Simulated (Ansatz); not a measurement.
**Changed inputs in constrained RPA: CsPdCl3 (Pm-3m)**

Aim: hold the target of a cRPA run on CsPdCl3 (Pm-3m) and move one thing at a time.

Main program and level: Ansatz 0.2.0; constrained RPA on LDA, plane waves, PAW.

### 1. Starting point

The structure is cubic, space group Pm-3m (No. 221). Conventional cell: a = 5.063 Å, b = 5.063 Å, c = 5.063 Å, α = 90.00°, β = 90.00°, γ = 90.00°. Nearest to Cs lie 12 Cl at 3.58 Å. Nearest to Pd lie 6 Cl at 2.53 Å. Cl has 2 Pd at 2.53 Å and 4 Cs at 3.58 Å nearest. Farther neighbours and most contacts between anions are not listed.

The cell and positions are those that the Materials Project relaxed with its own functionals (PBE, PBE+U or r2SCAN), kept fixed. Spin-orbit coupling is left out unless a step names it. The default PAW set here is soft_2. Its files were made with PBE.

### 2. Base: Pd d + anion p, bands v13 to c1, 4×4×4 mesh, medium accuracy

Constrained RPA screens the interaction with every transition except those inside the target bands, which a later many-body model would treat itself.

Input file input.yaml:

```yaml
crystal:
  lattice:
    - [0.0, 0.0, -5.063224]
    - [0.0, -5.063224, 0.0]
    - [-5.063224, 0.0, 0.0]
  atoms:
    - { symbol: Cs, position: [0.5, 0.5, 0.5] }
    - { symbol: Pd, position: [0.0, 0.0, 0.0] }
    - { symbol: Cl, position: [0.0, 0.0, 0.5] }
    - { symbol: Cl, position: [0.5, 0.0, 0.0] }
    - { symbol: Cl, position: [0.0, 0.5, 0.0] }
kpoints:
  mp_grid: { grid: [4, 4, 4] }
hamiltonian:
  xc: lda
scf:
  occupations: { method: gaussian, width: 0.08 }
  n_extra_bands: 19
  max_iter: 150
output:
  crpa:
    kmesh: [4, 4, 4]
    target_bands: [v13, c1]
    projections: [{ species: Pd, l: d, shell: 4 }, { species: Cl, l: p, shell: 3 }]
  local_orbitals:
    kmesh: [8, 8, 8]
    orbitals: [{ species: Pd, l: d, shell: 4 }, { species: Cl, l: p, shell: 3 }]
    window: { bands: [v13, c1] }
    seedname: lo
```

On the command line:

```sh
$ ansatz run input.yaml --threads 4 --pin off --max-ram 9216MiB --backend cpu --events-out ev --progress --plain --runs-dir out
```

Numbers of over 12 decimals in the logs are rounded to 6 here.

The log of the run:

```text
scf.n_extra_bands = 19 over 24 filled bands (N_el = 48.0): the run solves 43 bands
Engine: ansatz 0.2.0, aarch64-unknown-linux-gnu
Pseudopotentials: kind: paw
Pseudopotential: Cs, paw, valence charge 9, recommended cutoff 420 eV (normal), Cs.paw.azcp
Pseudopotential: Pd, paw, valence charge 18, recommended cutoff 420 eV (normal), Pd.paw.azcp
Pseudopotential: Cl, paw, valence charge 7, recommended cutoff 420 eV (normal), Cl.paw.azcp
Functional definition: SPW92
  exchange = slater_x
  correlation = pw_c
Crystal: 5 atoms, lattice volume = 129.802 Å³
Basis set: ecut = 420 eV, 2517 PW (Γ)
Bands: 43, of which v1, the nominal top of the filled ones, is band 24 counted from 1 (23 counted from 0)
Symmetry: 48 space group operations
Space group: Pm-3m (ITA 221), of the structure as read, at distance tolerance 5.1e-5 Å
k-points: 10 of 64
Non-local potential: Cs, projectors of the file, l = 0: 3, l = 1: 2, l = 2: 2, l = 3: 2
Non-local potential: Pd, projectors of the file, l = 0: 2, l = 1: 2, l = 2: 2, l = 3: 1
Non-local potential: Cl, projectors of the file, l = 0: 2, l = 1: 2, l = 2: 2
PAW form: soft (Blöchl's): semilocal exchange-correlation on the pseudo side does not see the compensation charge
PAW frozen core: Cs, regenerated for the run's functional, and the local potential with it (the file was generated under x = pbe(κ = 0.804, μ = 0.219515), c = pbe(β = 0.066725))
PAW frozen core: Pd, regenerated for the run's functional, and the local potential with it (the file was generated under x = pbe(κ = 0.804, μ = 0.219515), c = pbe(β = 0.066725))
PAW frozen core: Cl, regenerated for the run's functional, and the local potential with it (the file was generated under x = pbe(κ = 0.804, μ = 0.219515), c = pbe(β = 0.066725))
PAW one-centre angular grid: Cs, 194 points (default); XC on 64 Gauss nodes
PAW one-centre angular grid: Pd, 590 points (default); XC on 64 Gauss nodes
PAW one-centre angular grid: Cl, 110 points (default); XC on 64 Gauss nodes
Initial density: superposition of atomic densities (neutral atoms: chi_scale 0, normalization atom), corrected by the library's trained network
Initial wavefunctions: pseudopotential atomic-orbital guess
Functional: x = slater, c = lda
SCF iter   1: F=—  HF=-15487.215910 eV  |F-HF|=—  |Δ(HF+E_count)|=         —  Δρ=7.03e-3  dr2=5.69e-2  ethr=1.77e-3  ⟨swp⟩=5.8  Hψ=1979  notcnv=0  defer=77
preconditioner: auto → LDOS  [metal: Δε(μ)=0.057 eV  Ē_g=14.578 eV  σ=0.080 eV  W_gap=0.38  n_scr=26 (ndim 8)  ℏωp=20.6 eV  f_vac=0.022  D(μ)=7.17/eV (n_scr^D=80)  β→1.0]
SCF iter   2: F=—  HF=-15487.199829 eV  |F-HF|=—  |Δ(HF+E_count)|=   1.61e-2  Δρ=2.61e-3  dr2=5.47e-3  ethr=1.19e-4  ⟨swp⟩=2.1  Hψ=746  notcnv=0  defer=120
[...]
Fermi energy:    5.408205 eV
--- Per-component energies (eV) ---
  E_band       = -442.194403
  E_kinetic    = 1133.594973
  E_local      = -4438.886005  (includes V_loc(G=0)·N_el)
  E_nonlocal   = 348.256650
  E_hartree    = 1781.376995
  E_xc         = -655.299841
  E_vxc        = -698.483695  (∫ρ·V_xc dr)
  E_paw        = -10401.405515  (= ΣΔE_a)
  E_vpaw       = -349.435095  (= ΣTr[D̂ρ^β])
  E_aug_tail   = 0.000481  (compensation charges beyond the density's cutoff)
  E_ewald      = -3256.335550
  E_core_change = 1.522765  (= ΣΔE_core)
  E_smearing   = -0.022949  (= −TS)
  E_closure    = -0.000000  (closes the sum)
  Σ components = -15487.197995   (vs F -15487.197995, Δ=0.00e0)
--- Band table (eV; the first three rows and the last of 10) ---
  k-point 0: bands = [... 20 lower, 3.5109, 3.5109, 3.7164, 3.7164, 3.7164, 8.3413, 10.2349, 10.2349, ... 15 higher]
  k-point 1: bands = [... 20 lower, 3.4537, 3.5120, 4.1369, 4.1369, 4.5854, 9.4140, 10.7856, 10.8809, ... 15 higher]
  k-point 2: bands = [... 20 lower, 3.3818, 3.5128, 4.4595, 4.4595, 4.9528, 11.1704, 11.5517, 11.7165, ... 15 higher]
  k-point 9: bands = [... 20 lower, 4.6128, 4.6128, 4.6128, 6.9837, 6.9837, 10.6888, 10.6888, 10.6888, ... 15 higher]
--- cRPA (band scheme, projected local orbitals): target bands 12..25 (1-based), 14 Wannier function(s), 4×4×4 mesh, 50 bands' worth read of 55 solved, ecut_chi 136.0 eV, v(q+G=0) probe_charge, pair densities all_electron ---
  bands read: the sum over 50 bands ends inside a degenerate multiplet in 10 slots, whose members it reads at an even weight; the widest, k=42: bands 49 to 51 (counted from 1) at 2/3 each
  χ-basis size per q: N_G = 456..480
  window electrons = 26.0000, filled by tetrahedron_uncorrected; constrained ε̄⁻¹(q = 0, 0) head = 0.345292; min gauge Gram eig = 0.8494
  Kanamori averages over each shell's own Wannier functions (sites counted from 0, functions from 1):
  Each shell's averages of U are screened by what lies outside the whole window alone: parameters of one model of all the shells.
    Site 1, 4D, 5 of 5 d orbitals (Wannier functions 1, 2, 3, 4, 5; wannier90's mr 1, 2, 3, 4, 5):
      screened: U = 6.6979 eV, U' = 5.6606 eV, J = 0.5150 eV
      screened, to within: U = 8.4e-3 eV, U' = 8.4e-3 eV, J = 7.3e-4 eV
      bare: V = 17.6521 eV, V' = 16.3028 eV, J = 0.6692 eV
    Site 2, 3P, 3 of 3 p orbitals (Wannier functions 6, 7, 8; wannier90's mr 1, 2, 3):
      screened: U = 5.6619 eV, U' = 4.6748 eV, J = 0.4781 eV
      screened, to within: U = 6.1e-3 eV, U' = 6.1e-3 eV, J = 6.3e-4 eV
      bare: V = 13.2911 eV, V' = 11.8497 eV, J = 0.6991 eV
    Site 3, 3P, 3 of 3 p orbitals (Wannier functions 9, 10, 11; wannier90's mr 1, 2, 3):
      screened: U = 5.6619 eV, U' = 4.6748 eV, J = 0.4781 eV
      screened, to within: U = 6.1e-3 eV, U' = 6.1e-3 eV, J = 6.3e-4 eV
      bare: V = 13.2911 eV, V' = 11.8497 eV, J = 0.6991 eV
    Site 4, 3P, 3 of 3 p orbitals (Wannier functions 12, 13, 14; wannier90's mr 1, 2, 3):
      screened: U = 5.6619 eV, U' = 4.6748 eV, J = 0.4781 eV
      screened, to within: U = 6.1e-3 eV, U' = 6.1e-3 eV, J = 6.3e-4 eV
      bare: V = 13.2911 eV, V' = 11.8497 eV, J = 0.6991 eV
  Hermiticity witness max|P − P†| over intra, direct and exchange elements: 9.77e-15 eV (screened), 3.55e-15 eV (bare)
  Reality witness max|Im| over intra, direct and exchange elements: 1.22e-8 eV (screened), 1.98e-12 eV (bare)
[key lines of the parts left out:]
SCF converged after 8 iterations
Free energy (F): -15487.197995 eV
```

Wall time 8.8 min (4 threads of Arm Neoverse V2, shared host); peak memory 1.1 GiB.

The column dr2 measures how far the density is from self-consistency, as an energy; F and HF (Harris–Foulkes) agree once it is small.

Numbers from this step:

* U: 6.698 eV
* U prime (inter-orbital): 5.661 eV
* J: 0.5150 eV
* bare V: 17.65 eV
* bare J: 0.6692 eV
* stated bound on U: 0.008320 eV
* U over bare V: 0.3794
* electrons in the window: 26.00
* head of the constrained inverse dielectric matrix: 0.3453
* least eigenvalue of the projection's overlap: 0.8494
* target functions: 14
* bands in the sums: 50
* r.m.s. miss of the model bands: 2.98e-5 eV
* width of the target bands: 7.446 eV
* weight of the projected orbitals in the window: 0.9631

On the Pd d shell, screening brings the on-site interaction from 17.7 eV down to U = 6.70 eV.

### 3. Changed: 2×2×2 mesh

input.yaml, the sections that differ from step 2:

```yaml
output:
  crpa:
    kmesh: [2, 2, 2]
    target_bands: [v13, c1]
    projections: [{ species: Pd, l: d, shell: 4 }, { species: Cl, l: p, shell: 3 }]
# crystal, kpoints, hamiltonian, scf: as in step 2
```

The log of the run:

```text
[...]
Crystal: 5 atoms, lattice volume = 129.802 Å³
Basis set: ecut = 420 eV, 2517 PW (Γ)
Bands: 43, of which v1, the nominal top of the filled ones, is band 24 counted from 1 (23 counted from 0)
Symmetry: 48 space group operations
[...]
k-points: 10 of 64
[...]
SCF iter   1: F=—  HF=-15487.215910 eV  |F-HF|=—  |Δ(HF+E_count)|=         —  Δρ=7.03e-3  dr2=5.69e-2  ethr=1.77e-3  ⟨swp⟩=5.8  Hψ=1979  notcnv=0  defer=77
[...]
SCF iter   8: F=-15487.197995 eV  HF=-15487.197995 eV  |F-HF|=6.41e-9  |Δ(HF+E_count)|=   8.76e-9  Δρ=2.53e-6  dr2=7.88e-9  ethr=2.08e-10  ⟨swp⟩=11.6  Hψ=2132  notcnv=0
SCF 1 converged in 8 iterations: F = -15487.197995 eV  dr2 = 7.88e-9
[...]
NSCF: frozen V_eff on 4 k-points
[...]
cRPA screening: q 1/8
cRPA screening: q 2/8
cRPA screening: q 5/8 (q-point 4)
cRPA screening: q 8/8
SCF converged after 8 iterations
Free energy (F): -15487.197995 eV
[...]
χ-basis size per q: N_G = 461..480
[...]
screened: U = 6.7899 eV, U' = 5.7508 eV, J = 0.5158 eV
      screened, to within: U = 7.6e-3 eV, U' = 7.6e-3 eV, J = 7.6e-4 eV
      bare: V = 17.7111 eV, V' = 16.3608 eV, J = 0.6698 eV
    Site 2, 3P, 3 of 3 p orbitals (Wannier functions 6, 7, 8; wannier90's mr 1, 2, 3):
      screened: U = 5.6880 eV, U' = 4.6945 eV, J = 0.4802 eV
      screened, to within: U = 6.2e-3 eV, U' = 6.2e-3 eV, J = 6.7e-4 eV
      bare: V = 13.4205 eV, V' = 11.9720 eV, J = 0.7011 eV
    Site 3, 3P, 3 of 3 p orbitals (Wannier functions 9, 10, 11; wannier90's mr 1, 2, 3):
      screened: U = 5.6880 eV, U' = 4.6945 eV, J = 0.4802 eV
      screened, to within: U = 6.2e-3 eV, U' = 6.2e-3 eV, J = 6.7e-4 eV
      bare: V = 13.4205 eV, V' = 11.9720 eV, J = 0.7011 eV
    Site 4, 3P, 3 of 3 p orbitals (Wannier functions 12, 13, 14; wannier90's mr 1, 2, 3):
      screened: U = 5.6880 eV, U' = 4.6945 eV, J = 0.4802 eV
      screened, to within: U = 6.2e-3 eV, U' = 6.2e-3 eV, J = 6.7e-4 eV
      bare: V = 13.4205 eV, V' = 11.9720 eV, J = 0.7011 eV
[...]
[key lines of the parts left out:]
Fermi energy:    5.408205 eV
```

Run time: 38 s. Hardware: 4 threads; peak memory 0.88 GiB.

This step gave:

```yaml
u: 6.790 eV
u_prime_inter_orbital: 5.751 eV
j: 0.5158 eV
bare_v: 17.71 eV
bare_j: 0.6698 eV
stated_bound_on_u: 0.007541 eV
u_over_bare_v: 0.3834
electrons_in_the_window: 26.00
head_of_the_constrained_inverse_dielectric_matrix: 0.3325
least_eigenvalue_of_the_projection_s_overlap: 0.8494
target_functions: 14
bands_in_the_sums: 50
width_of_the_target_bands: 7.446 eV
weight_of_the_projected_orbitals_in_the_window: 0.9631
```

On the Pd d shell, screening brings the on-site interaction from 17.7 eV down to U = 6.79 eV.

### 4. Changed: volume -6 %

The cell differs from the one that the last finished run ended in (a 5.063 → 4.960 Å, b 5.063 → 4.960 Å, c 5.063 → 4.960 Å).

Edit input.yaml of step 3 so:

```diff
@@ -2,5 +2,5 @@
   lattice:
-    - [0.0, 0.0, -5.063224]
-    - [0.0, -5.063224, 0.0]
-    - [-5.063224, 0.0, 0.0]
+    - [0.0, 0.0, -4.9598638957]
+    - [0.0, -4.9598638957, 0.0]
+    - [-4.9598638957, 0.0, 0.0]
   atoms:
@@ -21,4 +21,9 @@
   crpa:
-    kmesh: [2, 2, 2]
+    kmesh: [4, 4, 4]
     target_bands: [v13, c1]
     projections: [{ species: Pd, l: d, shell: 4 }, { species: Cl, l: p, shell: 3 }]
+  local_orbitals:
+    kmesh: [8, 8, 8]
+    orbitals: [{ species: Pd, l: d, shell: 4 }, { species: Cl, l: p, shell: 3 }]
+    window: { bands: [v13, c1] }
+    seedname: lo
```

The log of the run:

```text
[...]
Crystal: 5 atoms, lattice volume = 122.014 Å³
Basis set: ecut = 420 eV, 2373 PW (Γ)
Bands: 43, of which v1, the nominal top of the filled ones, is band 24 counted from 1 (23 counted from 0)
Symmetry: 48 space group operations
[...]
k-points: 10 of 64
[...]
screened: U = 5.5284 eV, U' = 4.5525 eV, J = 0.4735 eV
      screened, to within: U = 5.8e-3 eV, U' = 5.8e-3 eV, J = 6.1e-4 eV
      bare: V = 13.2080 eV, V' = 11.7791 eV, J = 0.6939 eV
    Site 4, 3P, 3 of 3 p orbitals (Wannier functions 12, 13, 14; wannier90's mr 1, 2, 3):
      screened: U = 5.5284 eV, U' = 4.5525 eV, J = 0.4735 eV
      screened, to within: U = 5.8e-3 eV, U' = 5.8e-3 eV, J = 6.1e-4 eV
      bare: V = 13.2080 eV, V' = 11.7791 eV, J = 0.6939 eV
[...]
[key lines of the parts left out:]
SCF converged after 7 iterations
Free energy (F): -15487.390776 eV
Fermi energy:    6.295349 eV
```

Run time: 8.4 min. Hardware: 4 threads; peak memory 1 GiB; 33 min of CPU time.

This step gave:

```yaml
u: 6.542 eV
u_prime_inter_orbital: 5.512 eV
j: 0.5109 eV
bare_v: 17.56 eV
bare_j: 0.6646 eV
stated_bound_on_u: 0.007407 eV
u_over_bare_v: 0.3724
electrons_in_the_window: 26.00
head_of_the_constrained_inverse_dielectric_matrix: 0.3335
least_eigenvalue_of_the_projection_s_overlap: 0.8028
target_functions: 14
bands_in_the_sums: 50
r_m_s_miss_of_the_model_bands: 8.28e-5 eV
width_of_the_target_bands: 8.085 eV
weight_of_the_projected_orbitals_in_the_window: 0.9562
```

On the Pd d shell, screening brings the on-site interaction from 17.6 eV down to U = 6.54 eV.

### 5. Changed: r2SCAN

This step: constrained RPA on r2SCAN, plane waves, PAW.

Input file input.yaml:

```yaml
crystal:
  lattice:
    - [0.0, 0.0, -5.063224]
    - [0.0, -5.063224, 0.0]
    - [-5.063224, 0.0, 0.0]
  atoms:
    - { symbol: Cs, position: [0.5, 0.5, 0.5] }
    - { symbol: Pd, position: [0.0, 0.0, 0.0] }
    - { symbol: Cl, position: [0.0, 0.0, 0.5] }
    - { symbol: Cl, position: [0.5, 0.0, 0.0] }
    - { symbol: Cl, position: [0.0, 0.5, 0.0] }
kpoints:
  mp_grid: { grid: [4, 4, 4] }
hamiltonian:
  xc: r2scan
scf:
  occupations: { method: gaussian, width: 0.08 }
  n_extra_bands: 19
  max_iter: 150
output:
  crpa:
    kmesh: [4, 4, 4]
    target_bands: [v13, c1]
    projections: [{ species: Pd, l: d, shell: 4 }, { species: Cl, l: p, shell: 3 }]
```

The log of the run:

```text
[...]
Crystal: 5 atoms, lattice volume = 129.802 Å³
Basis set: ecut = 500 eV, 3287 PW (Γ), exchange–correlation on 160×160×160 points (64 copies of the dense FFT grid, shifted against one another)
Bands: 43, of which v1, the nominal top of the filled ones, is band 24 counted from 1 (23 counted from 0)
Symmetry: 48 space group operations
[...]
k-points: 10 of 64
[...]
screened: U = 6.2249 eV, U' = 5.1984 eV, J = 0.4992 eV
      screened, to within: U = 6.6e-3 eV, U' = 6.6e-3 eV, J = 6.5e-4 eV
      bare: V = 13.4612 eV, V' = 11.9900 eV, J = 0.7161 eV
    Site 4, 3P, 3 of 3 p orbitals (Wannier functions 12, 13, 14; wannier90's mr 1, 2, 3):
      screened: U = 6.2249 eV, U' = 5.1984 eV, J = 0.4992 eV
      screened, to within: U = 6.6e-3 eV, U' = 6.6e-3 eV, J = 6.5e-4 eV
      bare: V = 13.4612 eV, V' = 11.9900 eV, J = 0.7161 eV
[...]
[key lines of the parts left out:]
SCF converged after 7 iterations
Free energy (F): -15928.868268 eV
Fermi energy:    5.545959 eV
```

Wall time 12 min (4 threads); peak memory 1.4 GiB; 48 min of CPU time.

This step gave:

```yaml
u: 7.375 eV
u_prime_inter_orbital: 6.309 eV
j: 0.5315 eV
bare_v: 17.92 eV
bare_j: 0.6842 eV
stated_bound_on_u: 0.007682 eV
u_over_bare_v: 0.4115
electrons_in_the_window: 26
head_of_the_constrained_inverse_dielectric_matrix: 0.3838
least_eigenvalue_of_the_projection_s_overlap: 0.8621
target_functions: 14
bands_in_the_sums: 50
width_of_the_target_bands: 7.584 eV
weight_of_the_projected_orbitals_in_the_window: 0.9670
```

On the Pd d shell, screening brings the on-site interaction from 17.9 eV down to U = 7.37 eV.

### 6. Side by side

Times are wall times on 4 threads of Arm Neoverse V2, shared host, good to a factor of about two.

| run | bare V (eV) | U (eV) | J (eV) | bound on U (eV) | width (eV) | time |
| --- | --- | --- | --- | --- | --- | --- |
| target window | 17.65 | 6.698 | 0.515 | 0.0083 | 7.45 | 8.8 min |
| 2×2×2 mesh | 17.71 | 6.790 | 0.516 | 0.0075 | 7.45 | 38 s |
| volume -6 % | 17.56 | 6.542 | 0.511 | 0.0074 | 8.09 | 8.4 min |
| r2SCAN | 17.92 | 7.375 | 0.531 | 0.0077 | 7.58 | 12 min |

### 7. Summary of results

| Item | Value |
| --- | --- |
| target window | U 6.70 eV, J 0.52 eV |
| 2×2×2 mesh | U 6.79 eV, J 0.52 eV |
| volume -6 % | U 6.54 eV, J 0.51 eV |
| r2SCAN | U 7.37 eV, J 0.53 eV |

What this shows: 2×2×2 mesh moves U by +0.09 eV at 0.071 times the time. Volume -6 % moves U by −0.16 eV. r2SCAN moves U by +0.68 eV. The printed bound covers the solver alone, not the mesh, and no denser mesh than the base was run. The parent state is non-magnetic and the interaction static (zero frequency); U depends on the window and the orbitals, so it belongs to this model alone. A window that holds the anion p bands defines a model with explicit ligands; its U belongs to that model and is not the U of DFT+U.

[Paths, hosts, dates, memory and timing lines, banners, echoed tables and standing remarks are left out of the program output.]

[Logs are printed without paths, hosts, clocks, repeated set-up lines and the standing remarks that a program may print on its own settings, such as how far it seeks lower states.]

[Runs of the session that timed out or met a known fault of the program may be left out.]

[Hosts, paths, dates, database ids (printed as entryN), source tags and the programs' standing remarks are cut or masked in the printed files.]
